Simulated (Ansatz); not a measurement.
## Cl on Mo(110): change of the work function

How does Cl on the hollow site change the work function of Mo(110) as the layer fills?

Calculated with Ansatz 0.2.0; plane-wave DFT, PBE, Ansatz PAW.

Most raw output is cut from this account.

## 1. The starting structure

The cell holds 4 atoms: 4 Mo. Cell: a = 2.728 Å, b = 2.728 Å, c = 24.682 Å, α = 90.0°, β = 90.0°, γ = 70.5°. Vacuum lies along c.

Coordinates:

```cif
data_structure
_symmetry_space_group_name_H-M 'P 1'
_symmetry_Int_Tables_number 1
_cell_length_a 2.7280
_cell_length_b 2.7280
_cell_length_c 24.6822
_cell_angle_alpha 90.000
_cell_angle_beta 90.000
_cell_angle_gamma 70.529
_cell_volume 173.18
loop_
_atom_site_label
_atom_site_type_symbol
_atom_site_fract_x
_atom_site_fract_y
_atom_site_fract_z
_atom_site_occupancy
Mo1 Mo 0.00000 0.00000 0.36464 1
Mo2 Mo 0.50000 0.50000 0.45488 1
Mo3 Mo 0.00000 0.00000 0.54512 1
Mo4 Mo 0.50000 0.50000 0.63536 1
```

## 2. The clean slab

The bare slab comes first, as the zero from which every change is counted. The two lowest layers are held at bulk places and the upper ones relax. The dipole correction removes the false field that a one-sided slab makes across the periodic vacuum, so each face gets a flat vacuum level of its own.

input.yaml reads:

```yaml
crystal:
  lattice:
    - [2.2273863607, -1.575, 0.0]
    - [2.2273863607, 1.575, 0.0]
    - [0.0, 0.0, 24.6821590822]
  atoms:
    - { symbol: Mo, position: [0.0, 0.0, 0.3646358477] }
    - { symbol: Mo, position: [0.5, 0.5, 0.4548786159] }
    - { symbol: Mo, position: [0.0, 0.0, 0.5451213841] }
    - { symbol: Mo, position: [0.5, 0.5, 0.6353641523] }
kpoints:
  mp_grid: { grid: [12, 12, 1] }
hamiltonian:
  xc: pbe
scf:
  occupations: { method: fermi_dirac, width: 0.1 }
  convergence: { dr2_threshold: 1.0e-08 }
efield:
  axis: 3
  dipole_correction: true
  ramp_position: 0.97
  ramp_width: 0.06
relax:
  f_tol: 0.02
  max_steps: 60
  constraints: [{ sites: [0, 1] }]
output:
  write_potential: true
  write_density: true
  volumetric_format: npy
```

Started as:

```bash
ansatz run input.yaml --threads 4 --pin off --max-ram 6144MiB --backend cpu --events-out ev --progress --plain --runs-dir out
```

The job ended after 20 s (4 threads of Arm Neoverse V2, shared host; peak memory 0.58 GiB).

Relaxation path:

| step | energy less that of the first step (eV) | largest force component (eV/Å) |
| --- | --- | --- |
| 1 | 0.0000 | 0.6071 |
| 2 | 0.0156 | 0.8030 |
| 3 | -0.0210 | 0.1718 |
| 4 | -0.0224 | 0.0062 |

Relaxation step 2 was tried and not accepted.

The run keeps the 4 symmetry operations that it works with, so distortions that break them were not tested.

The atoms that moved most (Å):

| atom | dx | dy | dz | length |
| --- | --- | --- | --- | --- |
| Mo4 | 0.000 | 0.000 | -0.059 | 0.059 |
| Mo3 | 0.000 | 0.000 | 0.022 | 0.022 |

Final coordinates:

```xyz
4
Lattice="2.2274 -1.5750 0.0000 2.2274 1.5750 0.0000 0.0000 0.0000 24.6822" Properties=species:S:1:pos:R:3
Mo    0.0000    0.0000    9.0000
Mo    2.2274    0.0000   11.2274
Mo    0.0000    0.0000   13.4770
Mo    2.2274    0.0000   15.6232
```

Numbers from this step:

```yaml
energy_at_zero_smearing: -19821.6053 eV
work_function_upper_face: 4.598 eV
work_function_lower_face: 4.696 eV
dipole_along_the_normal: 0.003789 e·Å
step_between_the_vacuum_levels: -0.09771 eV
```

Running mean over 2.227 Å of the planar mean; the ramp of the sawtooth is left out. Electron's electrostatic potential energy less the Fermi level against z:

z (Å), electron's electrostatic potential energy less the Fermi level (eV) and a bar from the least value:
```
        4        4.7 ##############################
        5        4.7 ##############################
        6        4.6 ##############################
        7        3.2 ############################
        8       -6.0 ############
        9      -12.4 ##
       10      -12.7 #
       11      -12.9 #
       12      -12.7 #
       13      -12.8 #
       14      -13.4 
       15      -13.3 
       16      -11.5 ###
       17       -1.5 ####################
       18        4.0 #############################
       19        4.5 ##############################
       20        4.6 ##############################
       21        4.6 ##############################
```

The relaxation took 4 steps and lowered the energy by 0.022 eV; the largest force on the free atoms ends at 0.0062 eV/Å.

The work function of the upper face is 4.60 eV.

## 3. The covered slab, k-mesh 6×6×1, coverage 0.25 ML

System of this step: Cl/Mo(110). The cell holds 17 atoms: 16 Mo and 1 Cl. Its edges and angles: a = 5.456 Å, b = 5.456 Å, c = 26.782 Å, α = 90.0°, β = 90.0°, γ = 70.5°. Vacuum lies along c.

The clean slab as it ended is repeated in the plane and the adsorbate is set on one face; the cell's size fixes the coverage, and the k-mesh shrinks with it to keep the sampling density about even. Adsorbate and upper layers relax, since the dipole depends on the height.

input.yaml reads:

```yaml
crystal:
  lattice:
    - [4.4547727214, -3.15, 0.0]
    - [4.4547727214, 3.15, 0.0]
    - [0.0, 0.0, 26.7815443352]
  atoms:
    - { symbol: Mo, position: [0.0, 0.0, 0.336052316] }
    - { symbol: Mo, position: [0.25, 0.25, 0.419221021] }
    - { symbol: Mo, position: [0.0, 0.0, 0.5032199022] }
    - { symbol: Mo, position: [0.25, 0.25, 0.5833553752] }
    - { symbol: Mo, position: [0.0, 0.5, 0.336052316] }
    - { symbol: Mo, position: [0.25, 0.75, 0.419221021] }
    - { symbol: Mo, position: [0.0, 0.5, 0.5032199022] }
    - { symbol: Mo, position: [0.25, 0.75, 0.5833553752] }
    - { symbol: Mo, position: [0.5, 0.0, 0.336052316] }
    - { symbol: Mo, position: [0.75, 0.25, 0.419221021] }
    - { symbol: Mo, position: [0.5, 0.0, 0.5032199022] }
    - { symbol: Mo, position: [0.75, 0.25, 0.5833553752] }
    - { symbol: Mo, position: [0.5, 0.5, 0.336052316] }
    - { symbol: Mo, position: [0.75, 0.75, 0.419221021] }
    - { symbol: Mo, position: [0.5, 0.5, 0.5032199022] }
    - { symbol: Mo, position: [0.75, 0.75, 0.5833553752] }
    - { symbol: Cl, position: [0.42, 0.42, 0.663947684] }
kpoints:
  mp_grid: { grid: [6, 6, 1] }
hamiltonian:
  xc: pbe
scf:
  occupations: { method: fermi_dirac, width: 0.1 }
  convergence: { dr2_threshold: 1.0e-08 }
efield:
  axis: 3
  dipole_correction: true
  ramp_position: 0.97
  ramp_width: 0.06
relax:
  f_tol: 0.02
  max_steps: 60
  constraints: [{ sites: [0, 1, 4, 5, 8, 9, 12, 13] }]
output:
  dos: { projected: true, e_range: [-8, 4] }
  write_potential: true
  write_density: true
  volumetric_format: npy
  elf: true
```

Wall time 3.5 min (4 threads); peak memory 2.9 GiB; 13 min of CPU time.

This run has no spin polarisation although its electron count is odd.

Relaxation path:

| step | energy less that of the first step (eV) | largest force component (eV/Å) |
| --- | --- | --- |
| 1 | 0.0000 | 1.0184 |
| 2 | -0.1203 | 0.5478 |
| 3 | -0.1862 | 0.2366 |
| 4 | -0.1921 | 0.0794 |
| 5 | -0.1927 | 0.0329 |
| 6 | -0.1929 | 0.0048 |

The run keeps the 2 symmetry operations that it works with, so distortions that break them were not tested.

The atoms that moved most (Å):

```csv
atom,dx,dy,dz,length
Cl17,-0.017,0.000,-0.191,0.192
Mo4,-0.109,0.000,0.058,0.123
Mo16,0.071,0.000,-0.042,0.083
Mo12,0.039,0.018,0.037,0.057
Mo8,0.039,-0.018,0.037,0.057
Mo3,0.021,0.000,-0.039,0.045
Mo11,0.005,0.006,0.016,0.018
Mo7,0.005,-0.006,0.016,0.018
```

The relaxed structure:

```cif
data_structure
_symmetry_space_group_name_H-M 'P 1'
_symmetry_Int_Tables_number 1
_cell_length_a 5.4560
_cell_length_b 5.4560
_cell_length_c 26.7815
_cell_angle_alpha 90.000
_cell_angle_beta 90.000
_cell_angle_gamma 70.529
_cell_volume 751.63
loop_
_atom_site_label
_atom_site_type_symbol
_atom_site_fract_x
_atom_site_fract_y
_atom_site_fract_z
_atom_site_occupancy
Mo1 Mo 0.00000 0.00000 0.33605 1
Mo2 Mo 0.25000 0.25000 0.41922 1
Mo3 Mo 0.00241 0.00241 0.50175 1
Mo4 Mo 0.23776 0.23776 0.58551 1
Mo5 Mo 0.00000 0.50000 0.33605 1
Mo6 Mo 0.25000 0.75000 0.41922 1
Mo7 Mo 0.00145 0.49970 0.50382 1
Mo8 Mo 0.25732 0.75145 0.58475 1
Mo9 Mo 0.50000 0.00000 0.33605 1
Mo10 Mo 0.75000 0.25000 0.41922 1
Mo11 Mo 0.49970 0.00145 0.50382 1
Mo12 Mo 0.75145 0.25732 0.58475 1
Mo13 Mo 0.50000 0.50000 0.33605 1
Mo14 Mo 0.75000 0.75000 0.41922 1
Mo15 Mo 0.49943 0.49943 0.50317 1
Mo16 Mo 0.75799 0.75799 0.58179 1
Cl17 Cl 0.41806 0.41806 0.65681 1
```

Numbers from this step:

```
energy at zero smearing        : -80368.6765 eV
work function, upper face      : 4.450 eV
work function, lower face      : 4.656 eV
dipole along the normal        : 0.03204 e·Å
step between the vacuum levels : -0.2066 eV
```

Running mean over 2.227 Å of the planar mean; the ramp of the sawtooth is left out. Electron's electrostatic potential energy less the Fermi level against z:

z (Å), electron's electrostatic potential energy less the Fermi level (eV) and a bar from the least value:
```
      3.5        4.7 ##############################
      4.0        4.7 ##############################
      4.5        4.7 ##############################
      5.0        4.6 ##############################
      5.5        4.6 ##############################
      6.0        4.5 ##############################
      6.5        4.2 #############################
      7.0        3.2 ############################
      7.5       -0.2 ######################
      8.0       -6.0 ############
      8.5      -10.8 ####
      9.0      -12.4 ##
      9.5      -12.6 #
     10.0      -12.7 #
     10.5      -12.8 #
     11.0      -12.9 #
     11.5      -12.8 #
     12.0      -12.7 #
     12.5      -12.7 #
     13.0      -12.8 #
     13.5      -12.9 #
     14.0      -13.2 
     14.5      -13.4 
     15.0      -13.2 
     15.5      -12.8 #
     16.0      -12.1 ##
     16.5       -9.1 #######
     17.0       -3.9 ################
     17.5        0.1 ######################
     18.0        1.7 #########################
     18.5        2.7 ###########################
     19.0        3.7 ############################
     19.5        4.3 #############################
     20.0        4.4 ##############################
     20.5        4.4 ##############################
     21.0        4.4 ##############################
     21.5        4.4 ##############################
     22.0        4.4 ##############################
     22.5        4.4 ##############################
     23.0        4.4 ##############################
     23.5        4.4 ##############################
```

The density of states has structure finer than the step of the table below, so its rows give means over 0.25 eV, whole bins alone (the curve runs from -8 to 1.41 eV). Peaks (eV: height): -3.820: 28.9, -3.190: 31.0, -2.920: 31.1, -2.740: 29.8, -2.530: 27.9, -1.650: 27.1, 1.200: 27.2.

The density of states by energy, zero at the Fermi level; means over each step:

```
energy (eV)  density of states (states/eV a cell)
      -7.00                                     0
      -6.75                                 0.598
      -6.50                                  1.24
      -6.25                                  2.97
      -6.00                                  5.30
      -5.75                                  3.38
      -5.50                                  13.1
      -5.25                                  4.11
      -5.00                                  6.47
      -4.75                                  14.3
      -4.50                                  17.3
      -4.25                                  17.0
      -4.00                                  17.6
      -3.75                                  24.2
      -3.50                                  19.5
      -3.25                                  21.9
      -3.00                                  23.4
      -2.75                                  23.8
      -2.50                                  19.0
      -2.25                                  21.8
      -2.00                                  19.6
      -1.75                                  23.4
      -1.50                                  23.1
      -1.25                                  17.8
      -1.00                                  14.9
      -0.75                                  12.6
      -0.50                                  13.5
      -0.25                                  12.7
       0.00                                  14.1
       0.25                                  16.3
       0.50                                  19.5
       0.75                                  21.0
       1.00                                  23.6
       1.25                                  23.4
```

Projected DOS per atom over height of the atomic layer and energy from the Fermi level. Layers: Mo4 Mo4 Mo4 Mo4 Cl from below.

Ten even steps from '_' (0.0 states/eV) to '@' (4.6 states/eV), each cell a mean:
```
------::__
--::::::__
::....::__
::....::__
::..__::__
::....::__
--....--__
--::::--__
--::::::__
----::::__
::----::__
::::::::__
::--::::__
..----..__
__::::____
________==
________@@
________++
__________
__________
__________
__________
```
Columns: height of the atomic layer (Å) from 9 to 17.6 (not evenly spaced); rows upwards: energy from the Fermi level (eV) from -7.96 to 1.34.

ELF in the ca plane at fractional y = 0.000, with atoms of Mo within 0.2 Å of it. It is the smooth field of the valence electrons, not physical close to the nuclei.

Values, 8 rows by 16 columns, each cell a mean:
```
0.66 0.38 0.34 0.34 0.55 0.50 0.34 0.37 0.39 0.11 0.01 0.00 0.00 0.00 0.00 0.00
0.34 0.36 0.31 0.39 0.31 0.31 0.36 0.37 0.33 0.06 0.00 0.00 0.00 0.00 0.00 0.00
0.42 0.33 0.31 0.37 0.34 0.34 0.33 0.33 0.24 0.03 0.00 0.00 0.00 0.00 0.00 0.00
0.62 0.41 0.36 0.35 0.56 0.56 0.33 0.35 0.22 0.02 0.00 0.00 0.00 0.00 0.00 0.00
0.66 0.38 0.34 0.34 0.53 0.53 0.33 0.35 0.29 0.03 0.00 0.00 0.00 0.00 0.00 0.00
0.34 0.35 0.31 0.38 0.32 0.33 0.39 0.36 0.36 0.07 0.00 0.00 0.00 0.00 0.00 0.00
0.42 0.33 0.31 0.37 0.36 0.35 0.40 0.36 0.39 0.12 0.01 0.00 0.00 0.00 0.00 0.00
0.62 0.41 0.36 0.34 0.57 0.55 0.35 0.38 0.41 0.14 0.01 0.00 0.00 0.00 0.00 0.00
```
Columns run along c (16.0 Å, from fractional 0.32 to 0.92 of the cell), rows up along a (5.5 Å). Atoms in or near the plane, at fractional coordinates: Mo at (0.34, 0.00), Mo at (0.50, 0.00), Mo at (0.34, 0.50), Mo at (0.50, 0.50).

Valence density in the ca plane at fractional y = 0.000, with atoms of Mo within 0.2 Å of it. It is the smooth field of the valence electrons, not physical close to the nuclei.

Ten steps, logarithmic in the rise over the least value, from '0' (0.0 e/Å³) to '9' (6.5 e/Å³), each cell a mean:
```
99974333334799974333322100000000000000000000
78753333333578753333332100000000000000000000
55433334333345543334332100000000000000000000
44333334333334433334432100000000000000000000
55543333333345543334332100000000000000000000
88753333333578864333322100000000000000000000
99974333334699985333322100000000000000000000
99974333334799985333322100000000000000000000
99864333333589974333332100000000000000000000
67643333333457653334432100000000000000000000
44433334333344433344432100000000000000000000
44433334333344433344432100000000000000000000
67643333333467653334332100000000000000000000
99864333334689974333332100000000000000000000
99974333334799984333322100000000000000000000
```
Columns run along c (16.0 Å, from fractional 0.32 to 0.92 of the cell), rows up along a (5.5 Å). Atoms in or near the plane, at fractional coordinates: Mo at (0.34, 0.00), Mo at (0.50, 0.00), Mo at (0.34, 0.50), Mo at (0.50, 0.50).

(Continued in part 2 of 2.)

[Logs are printed without paths, hosts, clocks, repeated set-up lines and the standing remarks that a program may print on its own settings, such as how far it seeks lower states.]

[Hosts, paths, dates, database ids (printed as entryN), source tags and the programs' standing remarks are cut or masked in the printed files.]

[Maps of the electrostatic potential energy from Ansatz leave out the sawtooth potential of an applied field or a dipole correction, so their vacuum need not be flat; planar profiles and work functions include it.]

[The density of states shown here was stored with 400 of the rows of the run's finer table, so its peaks can read low, often by over a quarter, or be missed, and its means over a window can be off by a tenth or more.]
